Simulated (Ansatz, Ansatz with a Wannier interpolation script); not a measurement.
# GaN (P6_3mc): quasiparticle bands by Wannier interpolation

G0W0 gives levels on a mesh alone; what do the bands of GaN (P6_3mc) look like between the points?

Program: Ansatz 0.2.0. Level of theory: LDA, Wannier functions and G0W0, plane waves, PAW. Results are calculated unless marked as measured.

This is a report of a sequence of runs, with most program output left out.

The database entry behind the starting cell differs from later determinations by our own check (about 0.3 % short, ideal inner coordinate), so it need not match the best structure at ambient conditions.

### 1. Set-up

Symmetry: P6_3mc, No. 186, hexagonal system. Conventional cell: a = 3.180 Å, b = 3.180 Å, c = 5.166 Å, α = 90.00°, β = 90.00°, γ = 120.00°. Nearest to Ga lie 4 N at 1.94 to 1.95 Å. Nearest to N lie 4 Ga at 1.94 to 1.95 Å. Farther neighbours and most contacts between anions are not listed.

The cell and positions come from the Crystallography Open Database and are kept as given unless a step says otherwise. The default PAW set here is soft_1. Its files were made with PBE; for other functionals the partial waves and projectors stay those of PBE.

### 2. LDA bands

The cheap functional maps the bands first; the places of the edges decide which points the dearer methods must see.

This step: DFT, LDA, plane waves, PAW.

The input, input.yaml:

```yaml
crystal:
  lattice:
    - [3.18, 0.0, 0.0]
    - [-1.59, 2.75396078, 0.0]
    - [0.0, 0.0, 5.166]
  atoms:
    - { symbol: Ga, position: [0.33333333, 0.66666667, 0.0] }
    - { symbol: Ga, position: [0.66666667, 0.33333333, 0.5] }
    - { symbol: "N", position: [0.33333333, 0.66666667, 0.375] }
    - { symbol: "N", position: [0.66666667, 0.33333333, 0.875] }
kpoints:
  mp_grid: { grid: [9, 9, 4] }
  band_path:
    path:
      - [[0.0, 0.0, 0.0], [0.5, 0.0, 0.0], [0.33333333, 0.33333333, 0.0], [0.0, 0.0, 0.0], [0.0, 0.0, 0.5], [0.5, 0.0, 0.5], [0.33333333, 0.33333333, 0.5], [0.0, 0.0, 0.5]]
      - [[0.5, 0.0, 0.5], [0.5, 0.0, 0.0]]
      - [[0.33333333, 0.33333333, 0.5], [0.33333333, 0.33333333, 0.0]]
    npoints: 10
hamiltonian:
  xc: lda
  pseudopotentials: { kind: paw, azcp: { folder: "./paw" } }
scf:
  occupations: { method: fermi_dirac, width: 0.02 }
  n_extra_bands: 30
output:
  eigenvalues: true
  fatbands: true
  write_density: true
  write_potential: true
  elf: true
  volumetric_format: npy
```

Command:

```
$ ansatz run input.yaml --threads 3 --pin off --max-ram 92160MiB --backend cuda --events-out ev --progress --plain --runs-dir out --devices 1 --max-vram 13GiB
```

It took 8.8 s on 1 × NVIDIA H100 80GB HBM3 (shared by 6 runs) with 3 threads of AMD EPYC 7R13 (Zen 3), shared host; peak memory 0.95 GiB; 4.8 s of CPU time.

This step gave:

- filled bands: 18
- gap: 1.977 eV
- valence top at: Γ
- conduction bottom at: Γ
- least direct gap: 1.977 eV

The gap is direct, at Γ.

Electronic bands along the path, in eV, zero at the top of the highest nominally filled band:

```csv
point,band 15,band 16,band 17,band 18,band 19,band 20,band 21,band 22
Γ,-1.07,-0.06,0.00,0.00,1.98,4.20,9.10,9.75
halfway,-2.87,-2.04,-0.76,-0.50,4.29,5.83,7.25,8.41
M,-4.33,-2.81,-2.30,-1.00,4.92,5.53,5.94,8.53
halfway,-4.34,-3.62,-2.46,-1.90,5.46,6.50,6.57,8.37
K,-5.40,-3.08,-3.08,-2.75,4.97,7.74,7.74,8.29
halfway,-3.70,-2.45,-1.03,-0.95,4.94,6.79,7.15,7.51
Γ,-1.07,-0.06,0.00,0.00,1.98,4.20,9.10,9.75
halfway,-0.92,-0.92,-0.16,-0.16,3.14,4.31,8.71,9.45
A,-0.55,-0.55,-0.55,-0.55,4.23,4.23,8.38,8.38
halfway,-2.13,-2.13,-1.32,-1.32,5.18,5.18,7.55,7.55
L,-1.98,-1.98,-1.95,-1.95,4.31,4.31,7.68,7.68
halfway,-3.27,-3.27,-1.64,-1.64,5.28,5.28,8.01,8.01
H,-4.28,-4.28,-1.52,-1.52,6.38,6.38,7.19,7.19
halfway,-2.17,-2.17,-1.86,-1.86,5.61,5.61,7.56,7.56
A,-0.55,-0.55,-0.55,-0.55,4.23,4.23,8.38,8.38
jump to L,-1.98,-1.98,-1.95,-1.95,4.31,4.31,7.68,7.68
halfway,-3.38,-2.58,-1.75,-1.31,4.23,4.97,7.48,7.77
M,-4.33,-2.81,-2.30,-1.00,4.92,5.53,5.94,8.53
jump to H,-4.28,-4.28,-1.52,-1.52,6.38,6.38,7.19,7.19
halfway,-5.10,-3.27,-2.26,-2.26,5.74,7.14,7.14,8.07
K,-5.40,-3.08,-3.08,-2.75,4.97,7.74,7.74,8.29
```

Valence density in the ac plane at fractional y = 0.333, with atoms of Ga and N within 0.2 Å of it. It is the smooth field of the valence electrons, not physical close to the nuclei.

Ten steps, logarithmic in the rise over the least value, from '0' (0 e/Å³) to '9' (44 e/Å³):
```
1111111223343221
1100111234444321
1000011234444421
1000001234444321
0000001123444321
0000000123333211
0000000112222110
0000000011221110
0000000011121100
0000000112332210
0000000124665311
0000001246897521
1000001247998521
1111111246897521
1111111124665321
1111111112332211
1111111111111110
0011100000000000
0000000000000000
0000000000000000
0000000000000000
0000000000000000
0000000000000000
0000000000000000
0011100111111110
1111111112222211
```
Columns run along a (3.2 Å), rows up along c (5.2 Å). Atoms in or near the plane, at fractional coordinates: Ga at (0.67, 0.50), N at (0.67, 0.88).

ELF in the ac plane at fractional y = 0.333, with atoms of Ga and N within 0.2 Å of it. It is the smooth field of the valence electrons, not physical close to the nuclei.

Ten even steps from '_' (0.00) to '@' (0.83):
```
==::::::::--**%%@@@@%%%%@@@@@@##
++::::::::==##@@@@##==--**@@@@%%
++--::::::==%%@@@@++..__==%%@@%%
**--....::++##@@@@**::..++%%@@%%
++::....::==##@@@@%%##**%%@@@@%%
==::......--**%%@@@@@@@@@@@@%%**
::..____..::==**%%@@@@@@@@%%##++
..________..::==++++******++==--
....______..::::::----------::::
............::::::::....::::::::
::::::::::::::::..________..::::
::--====----::::..__________::::
--==++++++----::..__..::____..::
==**####**==--::..__________::::
++########++--::..________..::--
++########**==--::::......::::--
**########**==--::::::::::::::==
++********++==--::::::::::::::--
==++++**++==--::............::--
::--======--::....__________....
..::----::::....______________..
..::::::::......____________....
..::::::::......::::::::::::....
::::::::::::::--==++++++++==--::
::::::::::::--++##%%%%%%%%##**==
--::::::::--==##@@@@@@@@@@@@%%++
```
Columns run along a (3.2 Å), rows up along c (5.2 Å). Atoms in or near the plane, at fractional coordinates: Ga at (0.67, 0.50), N at (0.67, 0.88).

### 3. Wannier functions (Ga:4s Ga:4p N:2p) on 9×9×4

Localised functions give a small Hamiltonian that interpolates between mesh points at no cost.

This step: maximally localised Wannier functions, LDA, plane waves, PAW.

input.yaml, the sections that differ from step 2:

```yaml
kpoints:
  mp_grid: { grid: [9, 9, 4] }
scf:
  occupations: { method: fixed }
  n_extra_bands: 30
output:
  wannier:
    kmesh: [9, 9, 4]
    projections:
      - { species: Ga, l: s, shell: 4 }
      - { species: Ga, l: p, shell: 4 }
      - { species: "N", l: p, shell: 2 }
    minimise: true
    write_hr: true
    seedname: w
    conv_tol: 1.0e-07
    max_iter: 4000
    disentanglement:
      window: [2.1, 25.11]
      frozen_window: [2.1, 14.45]
      conv_tol: 1.0e-08
# crystal, hamiltonian: as in step 2
```

It took 19 s on 1 × NVIDIA H100 80GB HBM3 (shared by 6 runs) with 3 threads; peak memory 1 GiB; 8.8 s of CPU time.

This step gave:

* gauge-invariant spread: 19.13 Å²
* diagonal spread: 0.1216 Å²
* off-diagonal spread: 1.823 Å²
* total spread: 21.08 Å²
* least projectability: 0.2070
* localisation steps: 23
* disentanglement steps: 119
* r.m.s. interpolation error: 0.002207 eV
* r.m.s. error near the gap: 0.002565 eV

Near the gap the model misses directly solved bands by 2.6 meV r.m.s. and by 27 meV at most in the window tested. This tests the starting bands, not the corrections carried with them.

Wannier functions, by row:

```csv
function,x (Å),y (Å),z (Å),spread (Å²),nearest atom,distance (Å)
1,-0.692,2.236,0.275,1.915,Ga1,0.845
2,2.282,0.518,2.858,1.915,Ga2,0.845
3,0,1.836,-0.913,1.995,Ga1,0.913
4,0.692,2.236,0.275,1.915,Ga1,0.845
5,0,1.037,0.275,1.915,Ga1,0.845
6,1.59,0.918,1.67,1.995,Ga2,0.913
7,0.898,0.518,2.858,1.915,Ga2,0.845
8,1.59,1.717,2.858,1.915,Ga2,0.845
9,0,1.836,1.927,0.954,N3,0.011
10,0.001,1.831,1.95,0.923,N3,0.014
11,-0.001,1.841,1.95,0.923,N3,0.014
12,1.59,0.918,4.51,0.954,N4,0.011
13,1.593,0.922,4.533,0.923,N4,0.014
14,1.587,0.914,4.533,0.923,N4,0.014
```

Frozen up to 4.98 eV; above it the model need not follow the bands. Electronic bands along the path, in eV, zero at the valence-band top:

```csv
point,band 15,band 16,band 17,band 18,band 19,band 20,band 21,band 22
Γ,-1.07,-0.06,0.00,0.00,1.98,4.20,9.10,9.76
halfway,-2.87,-2.04,-0.76,-0.50,4.29,5.84,7.30,8.47
M,-4.33,-2.81,-2.30,-1.00,4.93,5.54,6.17,8.53
halfway,-4.35,-3.62,-2.46,-1.90,5.55,6.49,6.66,8.37
K,-5.40,-3.08,-3.08,-2.75,4.97,7.74,7.74,8.29
halfway,-3.70,-2.45,-1.03,-0.95,4.93,6.81,7.26,7.61
Γ,-1.07,-0.06,0.00,0.00,1.98,4.20,9.10,9.76
halfway,-0.92,-0.92,-0.16,-0.16,3.14,4.31,8.71,9.45
A,-0.55,-0.55,-0.55,-0.55,4.23,4.23,8.38,8.38
halfway,-2.13,-2.13,-1.32,-1.32,5.18,5.18,7.56,7.56
L,-1.98,-1.98,-1.95,-1.95,4.32,4.32,7.98,7.98
halfway,-3.27,-3.27,-1.64,-1.64,5.29,5.29,8.09,8.09
H,-4.28,-4.28,-1.52,-1.52,6.38,6.38,7.24,7.24
halfway,-2.17,-2.17,-1.86,-1.86,5.61,5.61,7.57,7.57
A,-0.55,-0.55,-0.55,-0.55,4.23,4.23,8.38,8.38
jump to L,-1.98,-1.98,-1.95,-1.95,4.32,4.32,7.98,7.98
halfway,-3.38,-2.58,-1.75,-1.31,4.23,4.97,7.68,7.77
M,-4.33,-2.81,-2.30,-1.00,4.93,5.54,6.17,8.53
jump to H,-4.28,-4.28,-1.52,-1.52,6.38,6.38,7.24,7.24
halfway,-5.10,-3.27,-2.26,-2.26,5.85,7.14,7.14,8.07
K,-5.40,-3.08,-3.08,-2.75,4.97,7.74,7.74,8.29
```

The same for Kohn-Sham, solved directly:

```csv
point,band 15,band 16,band 17,band 18,band 19,band 20,band 21,band 22
Γ,-1.07,-0.06,0.00,0.00,1.98,4.20,9.10,9.75
M,-4.33,-2.81,-2.30,-1.00,4.92,5.53,5.94,8.53
K,-5.40,-3.08,-3.08,-2.75,4.97,7.74,7.74,8.29
Γ,-1.07,-0.06,0.00,0.00,1.98,4.20,9.10,9.75
A,-0.55,-0.55,-0.55,-0.55,4.23,4.23,8.38,8.38
L,-1.98,-1.98,-1.95,-1.95,4.31,4.31,7.68,7.68
H,-4.28,-4.28,-1.52,-1.52,6.38,6.38,7.19,7.19
A,-0.55,-0.55,-0.55,-0.55,4.23,4.23,8.38,8.38
L,-1.98,-1.98,-1.95,-1.95,4.31,4.31,7.68,7.68
M,-4.33,-2.81,-2.30,-1.00,4.92,5.53,5.94,8.53
H,-4.28,-4.28,-1.52,-1.52,6.38,6.38,7.19,7.19
K,-5.40,-3.08,-3.08,-2.75,4.97,7.74,7.74,8.29
```

### 4. G0W0 at every point of the mesh: 9×9×4 mesh, 207 empty bands, screening to 160 eV

G0W0 replaces the xc potential by the self-energy, built once from these orbitals. Only a window of levels is corrected, while the sums run over the empty bands that the input names.

This step: G0W0 on LDA, plane waves, PAW.

input.yaml, the sections that differ from step 3:

```yaml
scf:
  occupations: { method: fixed }
gw:
  n_empty_bands: 207
  ecut_chi: 160.0
  qp_bands: [v6, c2]
  screening: { model: contour_deformation }
# crystal, kpoints, hamiltonian: as in step 3
# output: removed
```

The job ended after 88 s (1 × NVIDIA H100 80GB HBM3 (shared by 6 runs) with 3 threads; peak memory 1.4 GiB).

This step gave:

```
bands summed                                 : 225
RPA ε∞ on this mesh (eigenvalues)            : 5.647, 5.647, 5.818
plane waves in the screening matrix          : 197
q-points in the mesh                         : 324
G0W0 gap on the mesh                         : 3.181 eV
k of the valence top                         : 0, 0, 0
k of the conduction bottom                   : 0, 0, 0
starting gap on the mesh                     : 1.977 eV
Z at the valence top                         : 0.7726
Z at the conduction bottom                   : 0.8067
least direct G0W0 gap on the computed points : 3.181 eV
```

The gap on the mesh goes from 1.98 eV to 3.18 eV, a correction of +1.20 eV. Between the two edge states, bare exchange in place of the xc potential would open the gap by 7.78 eV, and correlation takes back 6.58 eV.

### 5. Interpolating the corrections

A script adds the corrections, carried to the Wannier functions and back, to the LDA levels, along the path and on a 26×26×9 mesh.

```
G0W0 gap over the zone     : 3.181 eV
valence top at             : Γ
conduction bottom at       : Γ
starting gap over the zone : 1.977 eV
least direct G0W0 gap      : 3.181 eV
G0W0 gap on the mesh       : 3.181 eV
valence width, start       : 7.222 eV
valence width, G0W0        : 7.379 eV
gap by a rigid shift       : 3.181 eV
```

Levels solved directly plus the interpolated quasiparticle correction. Limits: finite bands, cutoff and mesh; no spin-orbit coupling. Quasiparticle bands along the path, in eV, zero at the valence-band top of each set:

```csv
point,band 15,band 16,band 17,band 18,band 19
Γ,-1.16,-0.07,0.00,0.00,3.18
halfway,-3.06,-2.19,-0.82,-0.54,5.66
M,-4.53,-2.99,-2.46,-1.08,6.21
halfway,-4.53,-3.84,-2.63,-2.06,6.89
K,-5.56,-3.28,-3.28,-2.97,6.10
halfway,-3.94,-2.59,-1.13,-1.03,6.38
Γ,-1.16,-0.07,0.00,0.00,3.18
halfway,-1.00,-1.00,-0.18,-0.18,4.40
A,-0.60,-0.60,-0.60,-0.60,5.64
halfway,-2.28,-2.28,-1.43,-1.43,6.55
L,-2.12,-2.12,-2.08,-2.08,5.57
halfway,-3.48,-3.48,-1.75,-1.75,6.64
H,-4.54,-4.54,-1.62,-1.62,7.85
halfway,-2.33,-2.33,-1.99,-1.99,7.03
A,-0.60,-0.60,-0.60,-0.60,5.64
jump to L,-2.12,-2.12,-2.08,-2.08,5.57
halfway,-3.57,-2.75,-1.88,-1.41,5.49
M,-4.53,-2.99,-2.46,-1.08,6.21
jump to H,-4.54,-4.54,-1.62,-1.62,7.85
halfway,-5.34,-3.51,-2.40,-2.40,7.17
K,-5.56,-3.28,-3.28,-2.97,6.10
```

The same for LDA:

```csv
point,band 15,band 16,band 17,band 18,band 19
Γ,-1.07,-0.06,0.00,0.00,1.98
M,-4.33,-2.81,-2.30,-1.00,4.92
K,-5.40,-3.08,-3.08,-2.75,4.97
Γ,-1.07,-0.06,0.00,0.00,1.98
A,-0.55,-0.55,-0.55,-0.55,4.23
L,-1.98,-1.98,-1.95,-1.95,4.31
H,-4.28,-4.28,-1.52,-1.52,6.38
A,-0.55,-0.55,-0.55,-0.55,4.23
L,-1.98,-1.98,-1.95,-1.95,4.31
M,-4.33,-2.81,-2.30,-1.00,4.92
H,-4.28,-4.28,-1.52,-1.52,6.38
K,-5.40,-3.08,-3.08,-2.75,4.97
```

Corrections by starting level (eV, on the run's own energy scale, so only their differences matter):

```csv
start,correction
-7.22,−0.67
-6.12,−0.75
-5.73,−0.74
-4.50,−0.69
-3.77,−0.73
-3.00,−0.72
-2.47,−0.66
-1.97,−0.67
-1.70,−0.64
-1.28,−0.61
-0.96,−0.55
-0.30,−0.54
-0.11,−0.52
1.98,+0.69
4.31,+0.93
5.01,+0.80
5.68,+0.86
6.66,+0.95
```

### 6. LDA+SOC bands, for comparison

The many-body steps leave out spin-orbit coupling, so its effect is taken from a two-component run, with twice the bands.

This step: DFT, LDA with spin-orbit coupling, plane waves, PAW.

The input, input.yaml:

```yaml
crystal:
  lattice:
    - [3.18, 0.0, 0.0]
    - [-1.59, 2.75396078, 0.0]
    - [0.0, 0.0, 5.166]
  atoms:
    - { symbol: Ga, position: [0.33333333, 0.66666667, 0.0] }
    - { symbol: Ga, position: [0.66666667, 0.33333333, 0.5] }
    - { symbol: "N", position: [0.33333333, 0.66666667, 0.375] }
    - { symbol: "N", position: [0.66666667, 0.33333333, 0.875] }
kpoints:
  mp_grid: { grid: [9, 9, 4] }
  band_path:
    path:
      - [[0.0, 0.0, 0.0], [0.5, 0.0, 0.0], [0.33333333, 0.33333333, 0.0], [0.0, 0.0, 0.0], [0.0, 0.0, 0.5], [0.5, 0.0, 0.5], [0.33333333, 0.33333333, 0.5], [0.0, 0.0, 0.5]]
      - [[0.5, 0.0, 0.5], [0.5, 0.0, 0.0]]
      - [[0.33333333, 0.33333333, 0.5], [0.33333333, 0.33333333, 0.0]]
    npoints: 10
hamiltonian:
  xc: lda
  pseudopotentials: { kind: paw_fr, azcp: { folder: "./paw" } }
scf:
  occupations: { method: fermi_dirac, width: 0.02 }
  n_extra_bands: 10
magnetization:
  noncollinear: true
  spin_orbit: true
output:
  eigenvalues: true
```

Elapsed: 15 s, on 1 × NVIDIA H100 80GB HBM3 (shared by 6 runs) with 3 threads; peak memory 1 GiB.

Numbers from this step:

```yaml
filled_bands: 36
gap: 1.974 eV
valence_top_at: Γ
conduction_bottom_at: Γ
least_direct_gap: 1.974 eV
```

The gap is that of LDA.

The electronic bands at the labelled points (eV, zero at the top of the highest nominally filled band):

```csv
point,band 33,band 34,band 35,band 36,band 37,band 38,band 39,band 40
Γ,-0.01,-0.01,0.00,0.00,1.97,1.97,4.19,4.19
halfway,-0.78,-0.75,-0.50,-0.50,4.28,4.30,5.83,5.83
M,-2.30,-2.30,-1.00,-1.00,4.91,4.91,5.52,5.52
halfway,-2.46,-2.46,-1.91,-1.91,5.45,5.46,6.49,6.50
K,-3.08,-3.05,-2.75,-2.75,4.97,4.97,7.73,7.74
halfway,-1.04,-1.03,-0.97,-0.94,4.92,4.94,6.78,6.79
Γ,-0.01,-0.01,0.00,0.00,1.97,1.97,4.19,4.19
halfway,-0.17,-0.17,-0.16,-0.16,3.13,3.13,4.31,4.31
A,-0.55,-0.55,-0.55,-0.55,4.23,4.23,4.23,4.23
halfway,-1.33,-1.33,-1.32,-1.32,5.17,5.17,5.18,5.18
L,-1.94,-1.94,-1.94,-1.94,4.31,4.31,4.31,4.31
halfway,-1.65,-1.65,-1.63,-1.63,5.27,5.27,5.29,5.29
H,-1.53,-1.53,-1.52,-1.52,6.36,6.36,6.39,6.39
halfway,-1.88,-1.88,-1.84,-1.84,5.59,5.59,5.62,5.62
A,-0.55,-0.55,-0.55,-0.55,4.23,4.23,4.23,4.23
jump to L,-1.94,-1.94,-1.94,-1.94,4.31,4.31,4.31,4.31
halfway,-1.76,-1.76,-1.31,-1.31,4.23,4.23,4.96,4.96
M,-2.30,-2.30,-1.00,-1.00,4.91,4.91,5.52,5.52
jump to H,-1.53,-1.53,-1.52,-1.52,6.36,6.36,6.39,6.39
halfway,-2.29,-2.25,-2.25,-2.24,5.74,5.74,7.13,7.13
K,-3.08,-3.05,-2.75,-2.75,4.97,4.97,7.73,7.74
```

### 7. What came out

- LDA gap: 1.98 eV
- G0W0 gap over the zone: 3.18 eV, direct
- least direct G0W0 gap, in the model: 3.18 eV
- with the spin-orbit change: 3.18 eV
- GW settings: 9×9×4 mesh, 207 empty bands, screening to 160 eV
- known limits: not at the basis limit; no spin-orbit coupling

In words: The Wannier model follows the LDA bands to 3 meV r.m.s. near the gap. The G0W0 gap over the zone is 3.18 eV, direct, from Γ to Γ; on the mesh alone it is 3.18 eV, nearly the same. The valence width in the model goes from 7.22 eV to 7.38 eV. LDA+SOC gives a gap of 1.97 eV on the same path, a spin-orbit change of −0.003 eV that would bring the G0W0 gap to 3.18 eV. Bands and cutoff are finite, so the gap is not at the basis limit. The miss can reach some tenths of an eV and take either sign; the mesh is an error of its own. Beside the filled d shell of Ga, one-shot G0W0 from a semilocal start often leaves the gap short. Above the frozen window of the model the interpolated levels need not meet the computed ones, even at points of the mesh.

[Paths, hosts, dates, memory and timing lines, banners, echoed tables and standing remarks are left out of the program output.]

[Logs are printed without paths, hosts, clocks, repeated set-up lines and the standing remarks that a program may print on its own settings, such as how far it seeks lower states.]

[Runs of the session that timed out or met a known fault of the program may be left out.]

[Hosts, paths, dates, database ids (printed as entryN), source tags and the programs' standing remarks are cut or masked in the printed files.]
